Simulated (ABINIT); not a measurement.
# Beyond one shot: Ca2H6Os (Fm-3m), part 3 of 3

Wanted: G0W0 and self-consistent gaps of Ca2H6Os (Fm-3m), with the cost of the cycles.

ABINIT 10.8.3; PBEsol and many-body steps on it, plane waves. Known limits of the many-body steps: not at the basis limit; no spin polarisation; d states lean on the start; no spin-orbit coupling; coarse k mesh.

So far. Step 11 (evGW, cycle 1): Against G0W0 in ABINIT (2×2×2 mesh, 83 bands, screening to 106.1 eV, Godby-Needs plasmon pole), the gap moves by +0.368 eV. Step 14 (evGW, cycle 2): Against the cycle before, the gap moves by +0.024 eV.

## Step 15: Screening, 2×2×2 mesh, 83 bands, screening to 106.1 eV

This step: RPA screening on PBEsol, plane waves, norm-conserving pseudopotentials.

run.abi

```
acell 3*1.0 Angstrom
rprim 
  -0.000000000000 3.614821300000 3.614821300000
  3.614821300000 -0.000000000000 3.614821300000
  3.614821300000 3.614821300000 -0.000000000000
ntypat 3
znucl 20 1 76
natom 9
typat 1 1 2 2 2 2 2 2 3
xred 
  0.250000000000 0.250000000000 0.250000000000
  0.750000000000 0.750000000000 0.750000000000
  0.762819760000 0.237180240000 0.237180240000
  0.237180240000 0.762819760000 0.762819760000
  0.237180240000 0.762819760000 0.237180240000
  0.762819760000 0.237180240000 0.762819760000
  0.237180240000 0.237180240000 0.762819760000
  0.762819760000 0.762819760000 0.237180240000
  0.000000000000 0.000000000000 0.000000000000
pp_dirpath "pseudos"
pseudos "Ca.upf, H.upf, Os.upf"
ecut 33
ngkpt 2 2 2
nshiftk 1
shiftk 0 0 0
kptopt 1
chksymbreak 0
istwfk *1
occopt 1
irdwfk 1
optdriver 3
nband 83
ecuteps 3.9
inclvkb 2
awtr 1
symchi 1
gwcalctyp 10
mbpt_sciss 1.614 eV
nqptdm 1
qptdm 
  0 0 0
indata_prefix "in"
outdata_prefix "out"
tmpdata_prefix "tmp"
```

On the command line:

```sh
$ OMP_NUM_THREADS=1 mpirun -n 4 abinit run.abi > log
```

Numbers of over 12 decimals in the logs are rounded to 6 here.

Log:

```text
.Version 10.8.3 of ABINIT. v10.8.2 released Aug 2026.

 Symmetries : space group Fm -3 m (#225); Bravais cF (face-center cubic)
[... echo of the input left out ...]
== DATASET  1 ==================================================================
-   mpi_nproc: 4, omp_nthreads: 1 (-1 if OMP is not activated)

--- !DatasetInfo
iteration_state: {dtset: 1, }
dimensions: {natom: 9, nkpt: 3, mband: 83, nsppol: 1, nspinor: 1, nspden: 1, mpw: 5817, }
cutoff_energies: {ecut:  33.0, pawecutdg:  -1.0, }
[...]
[... chi0 elements left out ...]
 For q-point:  0.000010 0.000020 0.000030
  dielectric constant =   4.0817
  dielectric constant without local fields =   4.8107

  Average fulfillment of the sum rule on Im[epsilon] for q-point    1 :     57.13  [%]
[... wings left out ...]
== END DATASET(S) ==============================================================
================================================================================

 -outvars: echo values of variables after computation  --------
           etotal      0.0000000000E+00
            nband          83
             nkpt           3
          spgroup         225
 [... the other variables as echoed above ...]

 Calculation completed.
```

Elapsed: 7.2 s, on 4 MPI ranks of Arm Neoverse V2, shared host; peak memory 1.1 GiB; 28 s of CPU time.

Numbers from this step:

```yaml
eps_infinity_with_local_fields_on_this_mesh_along_the_program_s_q_direction: 4.082
the_same_without_local_fields: 4.811
plasma_frequency: 24.76 eV
plane_waves_in_the_screening_matrix: 259
```

This screening uses the functional's bands under a rigid shift, the mean opening of the cycle before.

## Step 16: Screening, 2×2×2 mesh, 83 bands, screening to 106.1 eV

This step: RPA screening on PBEsol from quasiparticle energies, plane waves, norm-conserving pseudopotentials.

Edit run.abi of step 15 so:

```diff
@@ -36,7 +36,8 @@
 symchi 1
+irdqps 1
 gwcalctyp 10
-mbpt_sciss 1.614 eV
-nqptdm 1
+nqptdm 2
 qptdm 
-  0 0 0
+  0.5000000000 0.0000000000 0.0000000000
+  0.5000000000 0.5000000000 0.0000000000
 indata_prefix "in"
```

mrgscr.stdin

```
2
merged
q0_SCR
out_SCR
1
```

On the command line:

```sh
$ OMP_NUM_THREADS=1 mpirun -n 4 abinit run.abi > log; mrgscr < mrgscr.stdin
```

Log:

```text
.Version 10.8.3 of ABINIT. v10.8.2 released Aug 2026.

 Symmetries : space group Fm -3 m (#225); Bravais cF (face-center cubic)
[... echo of the input left out ...]
== DATASET  1 ==================================================================
-   mpi_nproc: 4, omp_nthreads: 1 (-1 if OMP is not activated)

--- !DatasetInfo
iteration_state: {dtset: 1, }
dimensions: {natom: 9, nkpt: 3, mband: 83, nsppol: 1, nspinor: 1, nspden: 1, mpw: 5817, }
cutoff_energies: {ecut:  33.0, pawecutdg:  -1.0, }
[...]
q-point number  2        q = ( 0.500000, 0.500000, 0.000000) [r.l.u.]
--------------------------------------------------------------------------------
[... chi0 elements left out ...]
  Average fulfillment of the sum rule on Im[epsilon] for q-point    3 :     63.81  [%]

== END DATASET(S) ==============================================================
================================================================================

 -outvars: echo values of variables after computation  --------
           etotal      0.0000000000E+00
            nband          83
             nkpt           3
          spgroup         225
 [... the other variables as echoed above ...]

 Calculation completed.
```

It took 4.1 s on 4 MPI ranks; peak memory 0.72 GiB.

This step gave:

```yaml
plasma_frequency: 24.76 eV
plane_waves_in_the_screening_matrix: 259
```

This screening reads the quasiparticle levels of the cycle before.

## Step 17: evGW, cycle 3

This step: evGW on PBEsol, plane waves, norm-conserving pseudopotentials.

Edit run.abi of step 16 so:

```diff
@@ -30,14 +30,20 @@
 irdwfk 1
-optdriver 3
+optdriver 4
 nband 83
-ecuteps 3.9
-inclvkb 2
-awtr 1
-symchi 1
-irdqps 1
 gwcalctyp 10
-nqptdm 2
-qptdm 
+ecutsigx 33
+symsigma 1
+nkptgw 3
+kptgw 
+  0.0000000000 0.0000000000 0.0000000000
   0.5000000000 0.0000000000 0.0000000000
   0.5000000000 0.5000000000 0.0000000000
+bdgw 
+  13 29
+  13 29
+  13 29
+ecuteps 3.9
+irdscr 1
+ppmodel 1
+irdqps 1
 indata_prefix "in"
```

On the command line:

```sh
$ OMP_NUM_THREADS=1 mpirun -n 4 abinit run.abi > log
```

Log:

```text
.Version 10.8.3 of ABINIT. v10.8.2 released Aug 2026.

 Symmetries : space group Fm -3 m (#225); Bravais cF (face-center cubic)
[... echo of the input left out ...]
== DATASET  1 ==================================================================
-   mpi_nproc: 4, omp_nthreads: 1 (-1 if OMP is not activated)

--- !DatasetInfo
iteration_state: {dtset: 1, }
dimensions: {natom: 9, nkpt: 3, mband: 83, nsppol: 1, nspinor: 1, nspden: 1, mpw: 5817, }
cutoff_energies: {ecut:  33.0, pawecutdg:  -1.0, }
[...]
Convergence of QP corrections
 >>>>> For spin  1 <<<<<
.  kptgw no:  1; Maximum DeltaE = (  -0.001   0.000) for band index: 16
.  kptgw no:  2; Maximum DeltaE = (  -0.001   0.000) for band index:  1
.  kptgw no:  3; Maximum DeltaE = (  -0.001  -0.000) for band index:  1

== END DATASET(S) ==============================================================
================================================================================

 -outvars: echo values of variables after computation  --------
           etotal      0.0000000000E+00
            nband          83
             nkpt           3
          spgroup         225
 [... the other variables as echoed above ...]

 Calculation completed.
```

Wall time 16 s (4 MPI ranks); peak memory 1.2 GiB.

Numbers from this step:

- quasiparticle gap on the points computed: 4.232 eV
- gap of the density functional on the mesh: 2.604 eV
- k of the valence top: 0.5, 0.5, 0
- k of the conduction bottom: 0.5, 0.5, 0
- least direct quasiparticle gap on the computed points: 4.232 eV

Against the cycle before, the gap moves by +0.003 eV.

## Step 18: The runs together

Times are wall times on 4 MPI ranks of Arm Neoverse V2, shared host, good to a factor of about two. A run's time includes the screening step that it read.

| run | mesh | bands | screening cutoff (eV) | DFT gap (eV) | gap on the mesh (eV) | direct (eV) | ε∞ used | time |
| --- | --- | --- | --- | --- | --- | --- | --- | --- |
| G0W0 | 2×2×2 | 83 | 106.1 | 2.604 | 3.837 | 3.837 | 4.73 | 14 s |
| evGW0, cycle 1 | 2×2×2 | 83 | 106.1 | 2.604 | 4.068 | 4.068 | 4.73 | 25 s |
| evGW0, cycle 2 | 2×2×2 | 83 | 106.1 | 2.604 | 3.925 | 3.925 | 4.73 | 25 s |
| evGW0, cycle 3 | 2×2×2 | 83 | 106.1 | 2.604 | 3.936 | 3.936 | 4.73 | 25 s |
| evGW0, cycle 4 | 2×2×2 | 83 | 106.1 | 2.604 | 3.936 | 3.936 | 4.73 | 25 s |
| evGW, cycle 1 | 2×2×2 | 83 | 106.1 | 2.604 | 4.205 | 4.205 | 4.18 | 27 s |
| evGW, cycle 2 | 2×2×2 | 83 | 106.1 | 2.604 | 4.229 | 4.229 | 4.09 | 27 s |
| evGW, cycle 3 | 2×2×2 | 83 | 106.1 | 2.604 | 4.232 | 4.232 | 4.08 | 27 s |

## Step 19: Results

```
G0W0           : 3.837 eV
evGW0, cycle 1 : 4.068 eV
evGW0, cycle 2 : 3.925 eV
evGW0, cycle 3 : 3.936 eV
evGW0, cycle 4 : 3.936 eV
evGW, cycle 1  : 4.205 eV
evGW, cycle 2  : 4.229 eV
evGW, cycle 3  : 4.232 eV
known limits   : not at the basis limit; no spin polarisation; d states lean on the start; no spin-orbit coupling; coarse k mesh
```

In words: Only the bands that the input lists are updated; the others, empty or deep, keep the functional's energies or take a rigid shift. The evGW loop starts from the last levels of evGW0, so its cycles and time come on top of those. evGW0 ends at 3.94 eV, +0.10 eV from G0W0, after 4 cycles that took 64 s beside the first screening; the last moved the gap by 0.000 eV. evGW ends at 4.23 eV, +0.40 eV from G0W0, after 3 cycles that took 82 s beside the first screening; the last moved the gap by 0.003 eV. The first cycle of evGW0 takes the full correction, without the factor Z, so it overshoots the one-shot value. Bands and cutoff are finite, so the gap is not at the basis limit. The miss can reach some tenths of an eV and take either sign; the mesh is an error of its own. In the first G0W0 run levels were corrected at 2 k points alone, so a gap called «on the mesh» is the least over those, and an edge elsewhere would be missed. The 2×2×2 mesh is coarse for this cell, which bears on the long-range parts of exchange and screening. In the updated screening the q = 0 part is built from Kohn-Sham bands under a rigid shift, the other q from the quasiparticle levels. The runs have no spin polarisation. For a closed low-spin shell that is the natural state; where a d or f shell is open it is a constraint, and the gap is then not the crystal's own. With d states at the gap, one-shot GW leans hard on its start. The many-body steps are scalar-relativistic: spin-orbit coupling is not in them.

[Paths, hosts, dates, memory and timing lines, banners, echoed tables and standing remarks are left out of the program output.]

[Logs are printed without paths, hosts, clocks, repeated set-up lines and the standing remarks that a program may print on its own settings, such as how far it seeks lower states.]

[Runs of the session that timed out or met a known fault of the program may be left out.]

[No measured gap is set beside runs whose start may be inverted or whose files or cutoffs have a known fault.]

[Loops that did not settle are left out.]

[Hosts, paths, dates, database ids (printed as entryN), source tags and the programs' standing remarks are cut or masked in the printed files.]

[G0W0 gaps are taken among the corrected bands and points alone; a level outside them can change the order at an edge.]

[Where Ansatz stands beside ABINIT at settings called matched, ABINIT's density can come from a denser mesh and the files from another edition; pairs whose starting gaps differed by over 0.03 eV were left out, so agreement reads better than it is.]
